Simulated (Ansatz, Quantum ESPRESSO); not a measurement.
# SF6 (Im-3m): Raman and infrared activity

Wanted: vibrational spectra of SF6 (Im-3m) from linear and non-linear response.

Calculated with Quantum ESPRESSO 8.0 development, patched; DFT LDA, scalar-relativistic, plane waves, PseudoDojo norm-conserving pseudopotentials.

Report form: the programs' logs are mostly left out.

## 1. The starting structure

Symmetry: Im-3m, No. 229, cubic system. The conventional cell has a = 5.747 Å, b = 5.747 Å, c = 5.747 Å, α = 90.00°, β = 90.00°, γ = 90.00°. Nearest to S lie 6 F at 1.58 Å. F has 1 S at 1.58 Å nearest. Farther neighbours and most contacts between anions are not listed.

## 2. A first look

A cheap run with smearing and empty bands tells whether the crystal has a gap, which decides between fixed occupations and smearing later on.

The input, probe.in:

```
&control
   calculation = 'scf'
   prefix = 'x'
   outdir = './tmp'
   pseudo_dir = './pseudo'
   tprnfor = .true.
   tstress = .true.
   verbosity = 'high'
/
&system
   ibrav = 3
   celldm(1) = 10.86027395
   nat = 7
   ntyp = 2
   ecutwfc = 84.0
   occupations = 'smearing'
   smearing = 'gaussian'
   degauss = 0.01
/
&electrons
   conv_thr = 1.0d-07
   mixing_beta = 0.7
   electron_maxstep = 100
/
ATOMIC_SPECIES
 S      32.0600  S.upf
 F      18.9984  F.upf
ATOMIC_POSITIONS crystal
 S      0.000000000   0.000000000   0.000000000
 F      0.725627210   0.000000000   0.725627210
 F      0.274372790   0.000000000   0.274372790
 F      0.274372790   0.725627210   0.000000000
 F      0.725627210   0.274372790   0.000000000
 F      0.000000000   0.725627210   0.274372790
 F      0.000000000   0.274372790   0.725627210
K_POINTS automatic
 4 4 4 0 0 0
```

Command:

```sh
$ OMP_NUM_THREADS=1 mpirun -n 16 pw.x -nk 8 -in probe.in > probe.out
```

The job ended after 2.7 s (16 MPI ranks of Intel Xeon 6975P-C (Granite Rapids), shared host).

Read from the output:

| Property | Result |
| --- | --- |
| volume per atom | 13.56 Å³ |
| pressure | -2.589 GPa |
| gap on the k-mesh | 6.131 eV |

A gap of 6.1 eV opens on this mesh, so the crystal is taken as an insulator; the start stands at -2.6 GPa.

## 3. Relaxing the cell and atoms

Frequencies change by per cents with a per cent of volume, so the structure is first brought to rest at this level of theory.

The input, relax.in:

```
&control
   calculation = 'vc-relax'
   prefix = 'x'
   outdir = './tmp'
   pseudo_dir = './pseudo'
   tprnfor = .true.
   tstress = .true.
   forc_conv_thr = 2.0d-05
   etot_conv_thr = 1.0d-07
   nstep = 40
/
&system
   ibrav = 3
   celldm(1) = 10.86027395
   nat = 7
   ntyp = 2
   ecutwfc = 84.0
   occupations = 'fixed'
   nbnd = 26
/
&electrons
   conv_thr = 1.0d-11
   mixing_beta = 0.7
   electron_maxstep = 100
/
&ions
/
&cell
   press_conv_thr = 0.2
/
ATOMIC_SPECIES
 S      32.0600  S.upf
 F      18.9984  F.upf
ATOMIC_POSITIONS crystal
 S      0.000000000   0.000000000   0.000000000
 F      0.725627210   0.000000000   0.725627210
 F      0.274372790   0.000000000   0.274372790
 F      0.274372790   0.725627210   0.000000000
 F      0.725627210   0.274372790   0.000000000
 F      0.000000000   0.725627210   0.274372790
 F      0.000000000   0.274372790   0.725627210
K_POINTS automatic
 6 6 6 0 0 0
```

Command:

```sh
$ OMP_NUM_THREADS=1 mpirun -n 16 pw.x -nk 16 -in relax.in > relax.out
```

Run time: 37 s. Hardware: 16 MPI ranks.

Relaxation path:

```tsv
step	energy less that of the first step (eV)	largest force (eV/Å)	pressure (GPa)	volume (Å³)
1	0.0000	0.3868	-2.56	94.91
2	-0.0138	0.1718	0.42	93.67
3	-0.0155	0.0379	-0.28	93.81
4	-0.0160	0.0207	-0.36	93.67
5	-0.0166	0.0143	-0.38	93.45
6	-0.0175	0.0107	-0.37	93.13
7	-0.0188	0.0084	-0.35	92.65
8	-0.0204	0.0066	-0.29	91.94
9	-0.0222	0.0048	-0.19	90.87
10	-0.0234	0.0023	-0.01	89.28
11	-0.0234	0.0008	0.01	89.10
12	-0.0234	0.0003	0.00	89.12
13	-0.0231	0.0003	-0.01	89.12
```

```tsv
conventional cell, symmetrised	before	after	change
a (Å)	5.747	5.628	-2.1 %
b (Å)	5.747	5.628	-2.1 %
c (Å)	5.747	5.628	-2.1 %
volume (Å³/atom)	13.56	12.73	-6.1 %
```

The atoms that moved most (Å, as changes of fractional coordinates times the final cell):

```tsv
atom	dx	dy	dz	length
F4	0.021	0.000	0.000	0.021
F7	0.000	0.021	0.000	0.021
F3	0.000	0.000	0.021	0.021
F2	0.000	0.000	-0.021	0.021
F6	0.000	-0.021	0.000	0.021
F5	-0.021	0.000	0.000	0.021
```

Final coordinates:

```
S F
1.0
     2.81387    2.81387    2.81387
    -2.81387    2.81387    2.81387
    -2.81387   -2.81387    2.81387
S F
1 6
Direct
  0.00000 0.00000 0.00000
  0.72184 0.00000 0.72184
  0.27816 0.00000 0.27816
  0.27816 0.72184 0.00000
  0.72184 0.27816 0.00000
  0.00000 0.72184 0.27816
  0.00000 0.27816 0.72184
```

The last row of the table of steps is pw.x's closing run on a basis chosen anew for the final cell, so its energy can jump.

This step gave:

- volume per atom: 12.73 Å³
- pressure: -0.01300 GPa
- gap on the k-mesh: 6.395 eV

The volume changes by -6.1 % from the cell with which this run began.

## 4. Ground state

The response is built on this ground state, so it is converged far tighter than an energy would need. With a gap, occupations are fixed, which also allows the response to an electric field.

The input, scf.in:

```
&control
   calculation = 'scf'
   prefix = 'x'
   outdir = './tmp'
   pseudo_dir = './pseudo'
   tprnfor = .true.
   tstress = .true.
/
&system
   ibrav = 3
   celldm(1) = 10.63487353
   nat = 7
   ntyp = 2
   ecutwfc = 84.0
   occupations = 'fixed'
   nbnd = 26
/
&electrons
   conv_thr = 1.0d-12
   mixing_beta = 0.7
   electron_maxstep = 100
/
ATOMIC_SPECIES
 S      32.0600  S.upf
 F      18.9984  F.upf
ATOMIC_POSITIONS crystal
 S      0.000000000   0.000000000   0.000000000
 F      0.721838188   0.000000000   0.721838188
 F      0.278161812   0.000000000   0.278161812
 F      0.278161812   0.721838188   0.000000000
 F      0.721838188   0.278161812   0.000000000
 F      0.000000000   0.721838188   0.278161812
 F      0.000000000   0.278161812   0.721838188
K_POINTS automatic
 8 8 8 0 0 0
```

Command:

```sh
$ OMP_NUM_THREADS=1 mpirun -n 16 pw.x -nk 16 -in scf.in > scf.out
```

Run time: 8.4 s. Hardware: 16 MPI ranks; 2.2 min of CPU time.

The cell stands at -0.013 GPa, close enough for phonons.

## 5. Linear response at Γ

At q = 0 one unit cell holds all displacements; symmetry groups them into irreducible representations that are solved one by one. The response to a field gives ε∞ and the Born charges, which polar modes need. Third-order response adds the Raman tensors.

The input, ph.in:

```
phonons
&inputph
   prefix = 'x'
   outdir = './tmp'
   fildyn = 'g.dyn'
   tr2_ph = 1.0d-18
   epsil = .true.
   lraman = .true.
   elop = .true.
/
0.000000000000 0.000000000000 0.000000000000
```

Command:

```sh
$ OMP_NUM_THREADS=1 mpirun -n 16 ph.x -nk 16 -in ph.in > ph.out
```

Run time: 13 min. Hardware: 16 MPI ranks.

Read from the output:

```
miss of the charge sum rule                                       : 4.20e-4 e
largest acoustic frequency at the zone centre before the sum rule : 1.44 cm⁻¹
highest optical zone-centre mode (no LO-TO term)                  : 872.3 cm⁻¹
lowest optical zone-centre mode                                   : -41.62 cm⁻¹
mean high-frequency dielectric constant                           : 1.852
largest Born charge in size (third of the trace)                  : 4.047 e
```

Born charge (rows field, columns displacement), before the sum rule (e), principal values of the symmetric part by kind of site:

```tsv
atom	atoms with these values	low	middle	high	mean
S1	1	4.05	4.05	4.05	4.05
F2	6	-1.09	-0.47	-0.47	-0.67
```

In full for F2:

```
-0.47  0.00  0.00
 0.00 -0.47  0.00
 0.00  0.00 -1.09
```

High-frequency dielectric tensor:

```
1.85 0.00 0.00
0.00 1.85 0.00
0.00 0.00 1.85
```

The acoustic modes at Γ come out as far as 1.4 cm⁻¹ from zero, where they should vanish, a small numerical error; the Born charges miss their sum rule by 4.2e-4 e, which is good. The lowest optical mode is imaginary, 42i cm⁻¹, an instability at this level and on this k mesh.

## 6. Modes with the sum rule

A rigid shift of the crystal must cost nothing, but grids and finite bases break this; the acoustic sum rule is imposed before the matrix is diagonalised again. With Born charges the intensities follow; a static dielectric tensor has no meaning with imaginary modes.

The input, dynmat.in:

```
&input
   fildyn = 'g.dyn'
   asr = 'crystal'
   fileig = 'dynmat.eig'
   lperm = .true.
/
```

Command:

```sh
$ dynmat.x -in dynmat.in > dynmat.out
```

Elapsed: 0.64 s, on 1 thread.

Unit eigenvectors of the mass-weighted matrix after the sum rule; no LO-TO term. The modes at Γ (shares of kinetic energy by element, %) (negative means imaginary):

```tsv
mode	frequency (cm⁻¹)	S %	F %
1	-41.6	0	100
2	-41.6	0	100
3	-41.6	0	100
4	0.0	22	78
5	0.0	22	78
6	0.0	22	78
7	327.6	0	100
8	327.6	0	100
9	327.6	0	100
10	498.0	0	100
11	498.0	0	100
12	498.0	0	100
13	580.0	18	82
14	580.0	18	82
15	580.0	18	82
16	628.6	0	100
17	628.6	0	100
18	752.8	0	100
19	872.3	60	40
20	872.3	60	40
21	872.3	60	40
```

Displacements in mode 2 (-41.6 cm⁻¹), the largest set to 1:
```
S1   0.00  0.00  0.00
F2   0.11  1.00  0.00
F3  -0.11 -1.00  0.00
F4   0.00  0.14  0.11
F5   0.00 -0.14 -0.11
F6   0.14  0.00 -1.00
F7  -0.14  0.00  1.00
```

Displacements in mode 20 (872.3 cm⁻¹), the largest set to 1:
```
S1   0.00  0.00  1.00
F2   0.00  0.00 -0.74
F3   0.00  0.00 -0.74
F4   0.00  0.00 -0.05
F5   0.00  0.00 -0.05
F6   0.00  0.00 -0.05
F7   0.00  0.00 -0.05
```

Degenerate modes summed, no LO-TO term; imaginary modes left out. Infrared lines, with heights relative to the strongest:

```tsv
position (cm⁻¹)	lines merged	IR intensity, relative
328	3	0.0
498	3	0.0
580	3	9.4
629	2	0.0
753	1	0.0
872	3	100
```

Degenerate modes summed; imaginary modes left out. Lines of the Raman spectrum (strongest = 100):

```tsv
position (cm⁻¹)	lines merged	Raman activity, relative
328	3	0.0
498	3	11
580	3	0.0
629	2	24
753	1	100
872	3	0.0
```

The rule moves no optical mode by more than 0.1 cm⁻¹.

## 7. Sum rules set otherwise: a sum rule for molecules or wires on a crystal

This rule also removes rotations, which suits wires and not a crystal; it is tried to see the harm.

The input, dynmat.in:

```
&input
   fildyn = 'g.dyn'
   asr = 'one-dim'
   fileig = 'dynmat.eig'
   lperm = .true.
/
```

Command:

```sh
$ dynmat.x -in dynmat.in > dynmat.out
```

Wall time 0.65 s (1 thread).

The program raised no error, yet the settings are not those of a careful run.

The fault: a sum rule for molecules or wires on a crystal; 1 optical mode is projected out to zero frequency, as if it were a rotation.

For a crystal the rule has to be 'simple' or 'crystal'.

Zone-centre frequencies as printed; negative means imaginary. Modes:

```tsv
mode	frequency (cm⁻¹)
1	-41.62
2	-41.62
3	0
4	0
5	0
6	0
7	327.6
8	327.6
9	327.6
10	498
11	498
12	498
13	580
14	580
15	580
16	628.6
17	628.6
18	752.8
19	872.3
20	872.3
21	872.3
```

## 8. The LO-TO splitting (1 0 0)

A longitudinal polar mode sets up a macroscopic field that stiffens it; the term hangs on the direction from which q goes to zero.

The input, dynmat.in:

```
&input
   fildyn = 'g.dyn'
   asr = 'crystal'
   fileig = 'dynmat.eig'
   q(1) = 1.0
   q(2) = 0.0
   q(3) = 0.0
/
```

Command:

```sh
$ dynmat.x -in dynmat.in > dynmat.out
```

It took 0.64 s on 1 thread.

Numbers from this step:

- highest mode moved by the LO-TO term: 975.7 cm⁻¹

Zone-centre frequencies as printed; negative means imaginary. Modes:

```tsv
mode	frequency (cm⁻¹)
1	-41.62
2	-41.62
3	-41.62
4	0
5	0
6	0
7	327.6
8	327.6
9	327.6
10	498
11	498
12	498
13	580
14	580
15	590.4
16	628.6
17	628.6
18	752.8
19	872.3
20	872.3
21	975.7
```

The field moves 2 modes; the highest of them now lies at 976 cm⁻¹, where the highest that moved away lay at 872.

## 9. A second program

A second program on the same cell, potentials, cutoff and meshes tests the implementation of the phonon response, not its convergence. Its field response is summed in its own way. Its k mesh is centred on Γ.

This step: DFT LDA, scalar-relativistic, plane waves, PseudoDojo norm-conserving pseudopotentials (Ansatz 0.2.0).

The input, input.yaml:

```yaml
crystal:
  lattice:
    - [2.8138663553, 2.8138663553, 2.8138663553]
    - [-2.8138663553, 2.8138663553, 2.8138663553]
    - [-2.8138663553, -2.8138663553, 2.8138663553]
  atoms:
    - { symbol: S, position: [0.0, 0.0, 0.0] }
    - { symbol: F, position: [0.721838188, 0.0, 0.721838188] }
    - { symbol: F, position: [0.278161812, 0.0, 0.278161812] }
    - { symbol: F, position: [0.278161812, 0.721838188, 0.0] }
    - { symbol: F, position: [0.721838188, 0.278161812, 0.0] }
    - { symbol: F, position: [0.0, 0.721838188, 0.278161812] }
    - { symbol: F, position: [0.0, 0.278161812, 0.721838188] }
kpoints:
  mp_grid: { grid: [8, 8, 8] }
hamiltonian:
  xc: lda
  pseudopotentials: { kind: nc, accuracy: standard }
scf:
  occupations: { method: fixed }
output:
  eigenvalues: true
basis:
  ecutwfc: 1142.878
phonons:
  method: dfpt
  dielectric: true
  rigid_motions: translations
  raman: true
```

Command:

```sh
$ ansatz run input.yaml --threads 16 --pin off --max-ram 32768MiB --backend cpu --events-out ev --progress --plain --runs-dir out
```

Elapsed: 92 s, on 16 threads; peak memory 6.4 GiB; 22 min of CPU time.

This step gave:

- sum-rule residual before enforcement: 5.65e-5 eV/Å²
- miss of the charge sum rule: 3.36e-5 e
- lowest optical zone-centre mode: -41.94 cm⁻¹

Transverse modes; imaginary modes left out. Lines of the infrared spectrum (strongest = 100):

```tsv
position (cm⁻¹)	label	IR intensity ((D/Å)²/amu), degenerate modes summed, relative
328	T2u	0.0
498	T2g	0.0
580	T1u	9.4
629	Eg	0.0
753	A1g	0.0
872	T1u	100
```

Activity x (w_L - w)^4 (n + 1)/w, 532 nm, 300 K; imaginary modes left out. Lines of the Raman spectrum (strongest = 100):

```tsv
position (cm⁻¹)	label	Stokes intensity, strongest 100
328	T2u	0.0
498	T2g	18
580	T1u	0.0
629	Eg	31
753	A1g	100
872	T1u	0.0
```

## 10. Side by side: QE PseudoDojo and Ansatz, PseudoDojo

Numbers from this step:

```yaml
root_mean_square_difference: 0.13 cm⁻¹
largest_difference: 0.32 cm⁻¹
```

The 12 of 18 modes that differ most. Frequencies side by side:

```tsv
q (reciprocal lattice)	mode	QE PseudoDojo (cm⁻¹)	Ansatz, PseudoDojo (cm⁻¹)
0 0 0	1	-41.62	-41.94
0 0 0	2	-41.62	-41.94
0 0 0	3	-41.62	-41.94
0 0 0	7	327.6	327.6
0 0 0	8	327.6	327.6
0 0 0	9	327.6	327.6
0 0 0	10	498	497.9
0 0 0	11	498	497.9
0 0 0	12	498	497.9
0 0 0	13	580	580
0 0 0	14	580	580
0 0 0	15	580	580
```

The two runs side by side. Further quantities:

```tsv
quantity	QE PseudoDojo	Ansatz, PseudoDojo
mean ε∞	1.852	1.852
largest Born charge in size (e; the first before, the second after the charge sum rule)	4.047	4.047
summed IR intensity ((D/Å)²/amu)	47.2	47.2
summed Raman activity (Å⁴/amu)	88.58	88.58
```

At the zone centre the largest difference (acoustic modes at Γ apart) is 0.04 % of the highest mode.

## 11. What came out

```yaml
space_group_after_relaxation: Im-3m
volume_per_atom: 12.7 Å³
gap_on_the_k_mesh: 6.39 eV
highest_optical_zone_centre_mode_no_lo_to_term: 872.3 cm⁻¹
lowest_optical_zone_centre_mode: -41.6 cm⁻¹
highest_mode_moved_by_the_lo_to_term: 975.7 cm⁻¹
mean_high_frequency_dielectric_constant: 1.85
largest_born_charge_in_size_third_of_the_trace: 4.05 e
imaginary_optical_modes_at_the_zone_centre_no_q_mesh_in_this_session: yes
largest_difference_from_ansatz_pseudodojo: 0.32 cm⁻¹
```

In words: The largest Raman activity of SF6 (Im-3m) lies at 753 cm⁻¹ and the strongest infrared line at 872 cm⁻¹ (transverse modes). At the LDA level the optical modes of SF6 (Im-3m) at the zone centre (no LO-TO term) run from 42i to 872 cm⁻¹, so the structure is a saddle point, with 3 modes beyond 10i cm⁻¹ there. Along the directions run, the highest mode that the macroscopic field moves lies at 976 cm⁻¹. Of the 18 optical modes, 6 are silent, 6 are Raman active alone and 6 are infrared active alone; inversion symmetry keeps the two sets apart. QE PseudoDojo and Ansatz, PseudoDojo agree to 0.32 cm⁻¹ (0.04 % of the highest mode compared) on all solved modes but the acoustic ones at Γ, without the LO-TO term. These are harmonic frequencies at zero temperature: anharmonic shifts and linewidths and thermal expansion are left out. The build is a development version in which the Raman tensors of release 7.5 are mended; dynmat.x leaves out the electro-optic term of LO lines. The structure comes from a database and need not be the phase that is stable at ambient conditions.

[Host names and launcher messages were left out of these logs when they were recorded.]

[Logs are printed without paths, hosts, clocks, repeated set-up lines and the standing remarks that a program may print on its own settings, such as how far it seeks lower states.]

[Hosts, paths, dates, database ids (printed as entryN), source tags and the programs' standing remarks are cut or masked in the printed files.]
